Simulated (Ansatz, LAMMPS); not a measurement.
# Liquid (Cs,Rb)Br at 1320 K (90 atoms): a single point

Wanted: forces, charges and levels of liquid (Cs,Rb)Br at 1320 K (90 atoms).

Main program and level: Ansatz 0.2.0; Kohn-Sham DFT, PBE, PAW (set soft_2), plane waves.

## 1. The starting structure

The cell holds 90 atoms: 19 Cs, 26 Rb and 45 Br. Cell: a = 17.178 Å, b = 17.178 Å, c = 17.178 Å, α = 90.0°, β = 90.0°, γ = 90.0°. 90 atoms (19 Cs, 26 Rb, 45 Br) placed at random at 2.73 g/cm³, melted at 1800 K for 10 ps at fixed volume with the Lennard-Jones and Coulomb ion parameters for SPC/E (Joung and Cheatham, J. Phys. Chem. B 112, 9020 (2008)), full charges. Snapshot at the end of a hold of 20 ps at 1320 K and fixed volume.

Before any run, some limits are plain. The network of bonds at the start is that of the classical potential that made the cell, and needn't be the one that DFT or experiment would give. The ion parameters were fitted for water, not for melts, so the starting structure of this cell may lie well off the real melt's. Only the Γ point is sampled, in a cell whose shortest periodic width is 17 Å. No spin–orbit coupling is included, so levels derived from the heavy atoms are approximate.

## 2. The classical run that made the cell

A classical potential makes the cell, at a small fraction of what the same run would cost in DFT.

This step: classical MD, Lennard-Jones and Coulomb ion parameters for SPC/E (Joung and Cheatham, J. Phys. Chem. B 112, 9020 (2008)), full charges (LAMMPS 22 Jul 2025 - Update 4).

Input file in.lmp:

```
# melt-quench of Cs19Rb26Br45
units metal
atom_style charge
boundary p p p
region box block 0 17.1782 0 17.1782 0 17.1782
create_box 3 box
mass 1 132.9055   # Cs
mass 2 85.4678   # Rb
mass 3 79.9040   # Br
create_atoms 1 random 19 572181 NULL overlap 2.2 maxtry 2000
create_atoms 2 random 26 572188 NULL overlap 2.2 maxtry 2000
create_atoms 3 random 45 572195 NULL overlap 2.2 maxtry 2000
pair_style lj/cut/coul/long 9.0
pair_modify mix arithmetic tail yes
pair_coeff 1 1 0.003897 3.6010   # Cs
pair_coeff 2 2 0.019302 3.0950   # Rb
pair_coeff 3 3 0.001169 4.9017   # Br
set type 1 charge 1
set type 2 charge 1
set type 3 charge -1
kspace_style pppm 1.0e-4
neigh_modify delay 0 every 1 check yes
thermo_style custom step time temp pe press density
thermo_modify norm yes
timestep 0.002
thermo 100
min_style cg
minimize 1e-4 1e-4 200 2000
reset_timestep 0
velocity all create 1800 572182 mom yes dist gaussian
fix lim all nve/limit 0.05
fix lan all langevin 1800 1800 0.2 572183 zero yes
thermo 500
run 1000 post no
# [... 10 lines left out ...]
compute msd all msd com yes
thermo 2500
fix md all nvt temp 1320 1320 0.2
run 10000 post no
print "== T1320: mean square displacement over the hold $(c_msd[4]:%.2f) A^2"
unfix md
uncompute msd
write_dump all custom T1320.dump id type xs ys zs modify sort id
```

Launch:

```sh
> lmp -in in.lmp -log none -nocite
```

Numbers of over 12 decimals in the logs are rounded to 6 here.

Output:

```text
LAMMPS (22 Jul 2025 - Update 4)
Created orthogonal box = (0 0 0) to (17.1782 17.1782 17.1782)
Created 19 atoms
Created 26 atoms
Created 45 atoms
PPPM initialization ...
  G vector (1/distance) = 0.3111235
  grid = 12 12 12
  estimated relative force accuracy = 4.9416295e-05
   Step          Time           Temp          PotEng         Press         Density
         0   0              0              3.2966365      471073.95      2.7330074
       100   0.2            0             -3.2689342     -5285.4645      2.7330074
       104   0.208          0             -3.2717781     -5050.756       2.7330074
Loop time of 0.0234767 s on 1 MPI rank(s) for 104 steps with 90 atoms
Minimization stats:
  Stopping criterion = energy tolerance
  Energy initial, next-to-last, final =
       3.2966365118579  -3.27149297939315  -3.27177810215131
  Force two-norm initial, final = 623.60147 0.31173638
  Iterations, force evaluations = 104 111
   Step          Time           Temp          PotEng         Press         Density
         0   0              1800          -3.2717781     -687.47399      2.7330074
       500   1              1799.1219     -3.0635722      7210.3093      2.7330074
      1000   2              1547.9713     -3.0510956      5240.4368      2.7330074
Loop time of 0.182783 s on 1 MPI rank(s) for 1000 steps with 90 atoms
   Step          Time           Temp          PotEng         Press         Density
      1000   2              1547.9713     -3.0510956      5240.4368      2.7330074
      1666   3.332          1977.7418     -3.0543177      3636.2865      2.7330074
      2499   4.998          1792.0146     -3.0471566      5951.6502      2.7330074
      3332   6.664          1552.5283     -3.0238648      3424.2005      2.7330074
      4165   8.33           1879.9501     -3.0072596      7034.0975      2.7330074
      4998   9.996          1853.5413     -3.0492267      5582.5453      2.7330074
[... 2 lines left out ...]
Loop time of 0.906317 s on 1 MPI rank(s) for 5000 steps with 90 atoms
   Step          Time           Temp          PotEng         Press         Density
[... 5 lines left out ...]
Loop time of 0.449542 s on 1 MPI rank(s) for 2500 steps with 90 atoms
   Step          Time           Temp          PotEng         Press         Density
[... 2 lines left out ...]
     12500   25             1272.3818     -3.1042561      760.07282      2.7330074
     15000   30             1230.8171     -3.1105233      1550.0133      2.7330074
     17500   35             1436.4866     -3.1196762      2533.354       2.7330074
     18500   37             1453.2251     -3.0786059      2407.5455      2.7330074
Loop time of 1.79565 s on 1 MPI rank(s) for 10000 steps with 90 atoms
== T1320: mean square displacement over the hold 65.88 A^2
```

The job ended after 3.5 s (1 thread of Intel Xeon 6975P-C (Granite Rapids), shared host; peak memory 0.074 GiB).

## 3. Plane-wave single point

The electrons are solved once, with the atoms held.

Input file input.yaml:

```yaml
crystal:
  lattice:
    - [17.1782, 0.0, 0.0]
    - [0.0, 17.1782, 0.0]
    - [0.0, 0.0, 17.1782]
  atoms:
    - { symbol: Cs, position: [0.83169, 0.11675, 0.06272] }
    - { symbol: Cs, position: [0.24258, 0.22084, 0.08481] }
    - { symbol: Cs, position: [0.73978, 0.3468, 0.4119] }
    - { symbol: Cs, position: [0.65685, 0.96132, 0.90426] }
    - { symbol: Cs, position: [0.17543, 0.77194, 0.19486] }
    - { symbol: Cs, position: [0.26759, 0.83846, 0.41044] }
    - { symbol: Cs, position: [0.49518, 0.15939, 0.98132] }
    - { symbol: Cs, position: [0.1813, 0.95974, 0.708] }
    - { symbol: Cs, position: [0.74872, 0.21324, 0.69824] }
    - { symbol: Cs, position: [0.96542, 0.00713, 0.90314] }
    - { symbol: Cs, position: [0.05427, 0.01402, 0.36265] }
    - { symbol: Cs, position: [0.88404, 0.74652, 0.39125] }
    - { symbol: Cs, position: [0.64528, 0.33422, 0.13042] }
    - { symbol: Cs, position: [0.27922, 0.09178, 0.383] }
    - { symbol: Cs, position: [0.46796, 0.45722, 0.2865] }
    - { symbol: Cs, position: [0.02242, 0.62728, 0.90847] }
    - { symbol: Cs, position: [0.80718, 0.00151, 0.60759] }
    - { symbol: Cs, position: [0.69773, 0.98056, 0.24978] }
    - { symbol: Cs, position: [0.78619, 0.76736, 0.86836] }
    - { symbol: Rb, position: [0.00354, 0.2702, 0.94808] }
    - { symbol: Rb, position: [0.40236, 0.84727, 0.1626] }
    - { symbol: Rb, position: [0.51476, 0.80243, 0.65681] }
    - { symbol: Rb, position: [0.46578, 0.62417, 0.51462] }
    - { symbol: Rb, position: [0.38747, 0.75243, 0.85955] }
    - { symbol: Rb, position: [0.19788, 0.3463, 0.39207] }
    - { symbol: Rb, position: [0.26534, 0.39738, 0.82981] }
    - { symbol: Rb, position: [0.66777, 0.62613, 0.07586] }
    - { symbol: Rb, position: [0.19714, 0.99272, 0.98858] }
    - { symbol: Rb, position: [0.86528, 0.47956, 0.11625] }
    - { symbol: Rb, position: [0.20378, 0.56721, 0.11748] }
    - { symbol: Rb, position: [0.04217, 0.48574, 0.67486] }
    - { symbol: Rb, position: [0.98019, 0.80802, 0.6245] }
    - { symbol: Rb, position: [0.76146, 0.36066, 0.87438] }
    - { symbol: Rb, position: [0.59221, 0.66947, 0.32636] }
    - { symbol: Rb, position: [0.04113, 0.56568, 0.28984] }
    - { symbol: Rb, position: [0.96291, 0.26635, 0.2868] }
    - { symbol: Rb, position: [0.1617, 0.21618, 0.65787] }
    - { symbol: Rb, position: [0.49116, 0.1421, 0.28257] }
    - { symbol: Rb, position: [0.7634, 0.56899, 0.57857] }
    - { symbol: Rb, position: [0.4941, 0.45136, 0.88627] }
    - { symbol: Rb, position: [0.95184, 0.25564, 0.5394] }
    - { symbol: Rb, position: [0.50174, 0.36088, 0.54636] }
    - { symbol: Rb, position: [0.29815, 0.51203, 0.60544] }
    - { symbol: Rb, position: [0.95671, 0.86817, 0.15909] }
    - { symbol: Rb, position: [0.41666, 0.13373, 0.67237] }
    - { symbol: Br, position: [0.98127, 0.82577, 0.8192] }
    - { symbol: Br, position: [0.34077, 0.02398, 0.0984] }
    - { symbol: Br, position: [0.15188, 0.37765, 0.57643] }
    - { symbol: Br, position: [0.84963, 0.61289, 0.99484] }
    - { symbol: Br, position: [0.17262, 0.77138, 0.00598] }
    - { symbol: Br, position: [0.61811, 0.74939, 0.5135] }
    - { symbol: Br, position: [0.26149, 0.57128, 0.77967] }
    - { symbol: Br, position: [0.94756, 0.30913, 0.74357] }
    - { symbol: Br, position: [0.1796, 0.00945, 0.52313] }
    - { symbol: Br, position: [0.98194, 0.61341, 0.56203] }
    - { symbol: Br, position: [0.64889, 0.4548, 0.99621] }
    - { symbol: Br, position: [0.3289, 0.18186, 0.8827] }
    - { symbol: Br, position: [0.43631, 0.64438, 0.22382] }
    - { symbol: Br, position: [0.78048, 0.1879, 0.52007] }
    - { symbol: Br, position: [0.57356, 0.28372, 0.8476] }
    - { symbol: Br, position: [0.04358, 0.18081, 0.41313] }
    - { symbol: Br, position: [0.32637, 0.22421, 0.2679] }
    - { symbol: Br, position: [0.99635, 0.67954, 0.16601] }
    - { symbol: Br, position: [0.78218, 0.92362, 0.01609] }
    - { symbol: Br, position: [0.62298, 0.51588, 0.45172] }
    - { symbol: Br, position: [0.72092, 0.47591, 0.22263] }
    - { symbol: Br, position: [0.63033, 0.11052, 0.12534] }
    - { symbol: Br, position: [0.32652, 0.80459, 0.59561] }
    - { symbol: Br, position: [0.0891, 0.09401, 0.78671] }
    - { symbol: Br, position: [0.92106, 0.90037, 0.48012] }
    - { symbol: Br, position: [0.69682, 0.39923, 0.63228] }
    - { symbol: Br, position: [0.43487, 0.94476, 0.34326] }
    - { symbol: Br, position: [0.97171, 0.42619, 0.4215] }
    - { symbol: Br, position: [0.72759, 0.86841, 0.71918] }
    - { symbol: Br, position: [0.85571, 0.29607, 0.06026] }
    - { symbol: Br, position: [0.56048, 0.3063, 0.32585] }
    - { symbol: Br, position: [0.37658, 0.98009, 0.77879] }
    - { symbol: Br, position: [0.50233, 0.63793, 0.77189] }
    - { symbol: Br, position: [0.11142, 0.38465, 0.22535] }
    - { symbol: Br, position: [0.5427, 0.78361, 0.99296] }
    - { symbol: Br, position: [0.36036, 0.32008, 0.64202] }
    - { symbol: Br, position: [0.19767, 0.66255, 0.36026] }
    - { symbol: Br, position: [0.0666, 0.44388, 0.85397] }
    - { symbol: Br, position: [0.82033, 0.12938, 0.85781] }
    - { symbol: Br, position: [0.38967, 0.46025, 0.44431] }
    - { symbol: Br, position: [0.03659, 0.10313, 0.04603] }
    - { symbol: Br, position: [0.75255, 0.7936, 0.27626] }
    - { symbol: Br, position: [0.90245, 0.04156, 0.22855] }
    - { symbol: Br, position: [0.18005, 0.95507, 0.24885] }
    - { symbol: Br, position: [0.3073, 0.44027, 0.00517] }
kpoints:
  mp_grid: { grid: [1, 1, 1] }
hamiltonian:
  xc: pbe
scf:
  occupations: { method: fixed }
output:
  forces: true
  stress: true
  populations: true
  dos:
    method: { smearing: { sigma: 0.15 } }
    de: 0.1
    projected: { site_lists: { Br: [Br], Cs: [Cs], Rb: [Rb] } }
  eigenvalues: true
  write_density: true
  write_potential: true
  volumetric_format: npy
```

Launch:

```sh
> ansatz run input.yaml --threads 8 --pin off --max-ram 15872MiB --backend cpu --events-out ev --progress --plain --runs-dir out
```

Output:

```text
Engine: ansatz 0.2.0, x86_64-unknown-linux-gnu
Pseudopotentials: kind: paw
Pseudopotential: Cs, paw, valence charge 9, recommended cutoff 420 eV (normal), Cs.paw.azcp
Pseudopotential: Rb, paw, valence charge 9, recommended cutoff 420 eV (normal), Rb.paw.azcp
Pseudopotential: Br, paw, valence charge 7, recommended cutoff 420 eV (normal), Br.paw.azcp
Functional definition: PBE
  parameter kappa = 0.804
[...]
--- Band table (eV) ---
  k-point 0: bands = ["-26.2716", "-26.1275", "-25.9188", "-25.7720", [... 434 levels ...], "6.3610", "6.3791", "6.4074", "6.4199", "6.4280", "6.4463", "6.4546", "6.4798", "6.4864", "6.5127", "6.5432", "6.5477"]
--- Löwdin populations: 90 sites ---
  site symbol       q [e]
     0     Cs      8.2446
     1     Cs      8.2075
     2     Cs      8.2176
[...]
89     Br      7.7258
  spilling = 0.004600 (of n_electrons = 720.000000)
[key lines of the parts left out:]
SCF converged after 8 iterations
Free energy (F): -318076.717886 eV
Fermi energy:    0.910176 eV
P = ⅓ Tr σ = 0.6490 GPa (6.490 kbar)
```

Run time: 31 s. Hardware: 8 threads of Intel Xeon 6975P-C (Granite Rapids), shared host; peak memory 6.2 GiB.

In the SCF lines HF is the Harris–Foulkes energy and dr2 the Hartree energy of the density residual, in eV; the loop may stop once dr2 is under the threshold and the program's other checks hold. Hψ counts applications of the Hamiltonian.

The program notes that the exchange-correlation potential is rough where the density is thin.

Read from the output:

```yaml
free_energy: -318076.7179 eV
free_energy_per_atom: -3534.1858 eV/atom
scf_cycles: 8
pressure: 0.649 GPa
r_m_s_force_component: 0.3755 eV/Å
longest_force: 1.547 eV/Å
fermi_energy: 0.9102 eV
spacing_of_highest_filled_and_lowest_empty_level: 2.436 eV
spilling_of_the_projection: 0.0046
```

Length of the force by element:

```tsv
element	coordination	atoms	mean length of the force (eV/Å)	spread	least	most
Br	all	45	0.552	0.301	0.0976	1.55
Cs	all	19	0.690	0.385	0.129	1.39
Rb	all	26	0.484	0.301	0.0967	1.32
```

Löwdin charges by element (they lack the spilled electrons, 0.037 e an atom on average):

```tsv
element	coordination	atoms	mean charge (e)	spread	least	most
Br	all	45	-0.711	0.0121	-0.733	-0.689
Cs	all	19	0.799	0.019	0.755	0.839
Rb	all	26	0.774	0.0151	0.747	0.815
```

Density of states as counts of states in windows of 1 eV (from the Fermi level), total and the larger projections:

```tsv
from (eV)	to (eV)	total	Br p	Cs p	Rb s	Rb p	Br s
-18	-15	0.0	0.0	0.0	0.0	0.0	0.0
-15	-14	0.2	0.0	0.0	0.0	0.0	0.2
-14	-13	53.1	0.0	0.5	1.2	0.7	49.1
-13	-12	36.7	0.0	0.1	0.9	0.6	34.6
-12	-11	12.9	0.0	0.0	0.0	12.7	0.1
-11	-10	123.2	0.8	0.1	0.1	121.1	1.1
-10	-9	19.9	0.2	0.0	0.0	19.4	0.3
-9	-8	18.0	0.4	17.5	0.0	0.0	0.1
-8	-7	93.4	2.1	90.3	0.1	0.1	0.7
-7	-6	2.5	0.1	2.4	0.0	0.0	0.0
-6	-3	0.0	0.0	0.0	0.0	0.0	0.0
-3	-2	12.8	11.8	0.1	0.4	0.1	0.0
-2	-1	178.1	168.5	2.1	2.6	0.7	0.2
-1	0	78.0	75.5	0.4	0.7	0.2	0.1
0	1	1.0	1.0	0.0	0.0	0.0	0.0
1	2	0.0	0.0	0.0	0.0	0.0	0.0
2	3	3.9	0.1	0.0	2.1	0.0	0.3
3	4	26.0	1.5	0.1	10.5	0.1	1.2
4	5	78.6	2.1	0.1	15.7	0.1	1.1
```

With fixed occupations the program's Fermi level is the highest filled level; weight inside the gap is the broadening of levels at its edges.

Between -26 and -18 eV lie 47 more states.

About 44 of the 720 electrons lie in deeper levels, below the stored range.

The levels nearest the highest filled one (over half full), pooled over k-points and spins:

```tsv
level less the highest filled one (eV)	occupation
-0.439	2
-0.417	2
-0.374	2
-0.228	2
-0.136	2
0	2
2.44	0
2.87	0
3.23	0
3.32	0
3.41	0
3.43	0
```

Electrostatic potential energy in the ac plane at fractional y = 0.451, with atoms of Cs and Rb and Br within 0.2 Å of it. With pseudopotentials it is smooth inside the atoms' cores, unlike the true potential.

Ten even steps from '0' (-49 eV) to '9' (7 eV), each cell a mean:
```
99999999999841269999999999720048999999999999
99999999999999999998644689988899999999999999
96224899999999999986100178999999999999999999
82000799998778999998522589999999999999999999
98547999998778999999988999999999999999999999
99999999999999999999999999999999999999999999
87789999999999999999999999999999999999999999
51048999999999999999999999999999999999999998
75578999999988899999999999999877899999999998
99999999999887889999999999999988999999999999
99999999999988999999999999999999999999999999
99999999999999999899999999999999999999999999
89999999999999962127999999999999999999999877
38999999999999940005999999999999999999998300
69999999999999987678999999999999999999999633
99999999999999999987667899999999999999999999
99999999999999999864544689999999999999999999
99999999999999999864444789999975579999999999
99999999999999999987667899999830038999999999
99999999999999999999999999999975579998888999
99999999999999999999999999999999999862137899
99999999999999999999999999999999999861037899
99999999999976689999999999987799999988788999
99999999999610038999999999710038999999999999
```
Columns run along a (17.2 Å; values clipped at the 3rd and 97th percentile), rows up along c (17.2 Å). Atoms in or near the plane, at fractional coordinates: Cs at (0.47, 0.29), Rb at (0.49, 0.89), Br at (0.65, 0.00), Br at (0.07, 0.85), Br at (0.39, 0.44), Br at (0.31, 0.01).

Valence density in the ac plane at fractional y = 0.451, with atoms of Cs and Rb and Br within 0.2 Å of it. It is the smooth field of the valence electrons, not physical close to the nuclei.

Ten even steps from '0' (0.0 e/Å³) to '9' (1.8 e/Å³), each cell a mean:
```
00000000000255541000000001354552000000000000
00110000000011100001466410112210000000000000
14554200000000000003999930000000000000000000
25435310001331000001588510000000000000000000
13443100001221000000000000000000000000000000
00000000000000000000000000000000000000000000
13310000000000000000000000000000000000000000
59962000000000000000000000000111100000000001
25531000000011000000000000001233210000000000
00000011000012100000000000000122100000000000
00000011000000000000000000000000000000000000
00000000000000001110000000000000000000000000
20000000000000145553100000111000000000000233
52000000000000155354100000111100000000002555
41000000000000013331000000000000000000001455
00000000000000000012332000000000000000000011
00000000000000000135345200000000000000000000
00001100000000000135345200000134431000000000
00011210000000000012332000000255552000000000
00000100000000000000000000000134431001110000
00000000000000000000000000000000000137962000
00000000000000000000000000000000000148973000
00000000000134320000000000123210000001210000
00000000001353452000000001354452000000000000
```
Columns run along a (17.2 Å), rows up along c (17.2 Å). Atoms in or near the plane, at fractional coordinates: Cs at (0.47, 0.29), Rb at (0.49, 0.89), Br at (0.65, 0.00), Br at (0.07, 0.85), Br at (0.39, 0.44), Br at (0.31, 0.01).

Mean Löwdin charges: Br -0.71, Cs +0.80, Rb +0.77 e (they miss 0.46 % of the electrons, so they add up to more than the cell's charge). The largest share in the top eV of filled states is Br p (98 % of the projected weight), and in the lowest eV of empty states Rb s (49 % of the projected weight).

## 4. Distances and neighbours

Bonds and neighbours are counted at the geometry of the runs.

Density 2.73 g/cm³, 56.32 Å³ an atom.

g(r), total and by pair (bins of 0.2 Å):

```tsv
r (Å)	total	Br-Br	Br-Rb	Br-Cs	Rb-Rb	Rb-Cs	Cs-Cs
2.90	0.28	0.00	0.58	0.54	0.00	0.00	0.00
3.10	1.48	0.00	2.98	2.92	0.00	0.00	0.00
3.30	1.90	0.00	3.79	3.85	0.00	0.00	0.00
3.50	1.75	0.00	3.09	4.04	0.00	0.00	0.00
3.70	0.95	0.15	1.64	1.73	0.42	0.29	0.00
3.90	0.94	0.51	1.35	1.71	0.38	0.26	0.00
4.10	1.33	1.29	1.44	1.12	1.42	0.71	3.33
4.30	0.96	1.16	1.20	0.50	1.29	0.67	0.58
4.50	1.12	1.37	0.68	0.46	1.45	2.41	1.60
4.70	1.10	1.62	0.77	0.43	1.39	1.84	0.99
4.90	0.95	1.65	0.43	0.20	1.71	1.38	1.43
5.10	0.90	1.31	0.53	0.46	0.91	1.41	1.71
5.30	0.83	1.64	0.43	0.09	1.48	1.16	0.39
5.50	0.94	1.44	0.74	0.47	0.98	0.94	1.50
5.70	0.78	0.68	0.53	0.80	1.09	1.00	1.71
5.90	1.11	1.14	0.90	0.88	1.89	1.28	1.59
6.10	1.02	1.12	0.83	1.01	1.14	1.22	0.91
6.30	1.01	1.35	0.87	0.95	1.21	0.72	0.84
6.50	1.03	1.18	0.90	0.89	0.57	1.26	1.85
6.70	1.00	0.89	0.61	1.52	1.06	0.91	1.74
6.90	0.92	0.80	0.87	0.89	1.01	1.38	0.70
7.10	1.18	0.75	1.50	1.64	1.07	0.97	0.00
7.30	1.04	0.90	1.10	1.42	0.68	0.54	1.67
7.50	0.87	0.71	1.07	0.93	0.85	0.73	0.59
7.70	0.91	0.77	1.22	0.88	1.00	0.55	0.56
7.90	1.20	1.08	1.42	1.36	0.77	1.05	0.89
```

Local excerpt of 14 atoms (numbers count through the whole input) about Cs1, whose charge lies farthest from its element's mean; x, y, z are measured from there.

```tsv
atom	x	y	z	distance (Å)	Löwdin charge (e)	Fx	Fy	Fz (eV/Å)
Cs1	0.00	0.00	0.00	0.00	0.76	-0.30	-0.68	-0.02
Br75	0.41	3.08	-0.04	3.11	-0.69	-0.10	1.00	0.14
Br88	1.22	-1.29	2.85	3.36	-0.71	-0.13	-0.08	0.34
Br64	-0.85	-3.32	-0.80	3.52	-0.70	1.17	-0.53	0.87
Br84	-0.20	0.22	-3.52	3.53	-0.70	-0.27	-0.03	0.07
Br86	3.52	-0.23	-0.29	3.54	-0.70	0.58	0.29	0.39
Br67	-3.46	-0.11	1.08	3.62	-0.71	-0.20	0.31	-0.03
Cs10	2.30	-1.88	-2.74	4.04	0.78	-0.41	-0.53	-0.31
Rb20	2.95	2.64	-1.97	4.42	0.76	0.19	0.07	-0.59
Cs18	-2.30	-2.34	3.21	4.59	0.83	0.20	-0.22	0.15
Cs4	-3.00	-2.67	-2.72	4.85	0.81	-1.10	0.33	-0.78
Cs13	-3.20	3.74	1.16	5.06	0.79	-0.15	-1.03	0.32
Rb44	2.15	-4.27	1.66	5.06	0.78	-0.34	0.19	-0.23
Rb36	2.25	2.57	3.85	5.15	0.77	-0.24	0.44	-0.69
```

## 5. Results

- free energy per atom: -3534.1858 eV/atom
- pressure: 0.649 GPa
- r.m.s. force component: 0.3755 eV/Å
- gap (highest filled to lowest empty level): 2.436 eV
- wall time of the 1 DFT run: 31 s

The highest filled and lowest empty levels differ by 2.44 eV (at Γ alone); a semilocal functional tends to put such gaps too low. In a disordered cell it changes from sample to sample and from frame to frame.

**Limits.** The force components of 0.38 eV/Å r.m.s. come partly from thermal motion and partly from the difference between the classical potential and DFT. The pressure of a single frame lacks the kinetic term.

[Logs are printed without paths, hosts, clocks, repeated set-up lines and the standing remarks that a program may print on its own settings, such as how far it seeks lower states.]

[Hosts, paths, dates, database ids (printed as entryN), source tags and the programs' standing remarks are cut or masked in the printed files.]
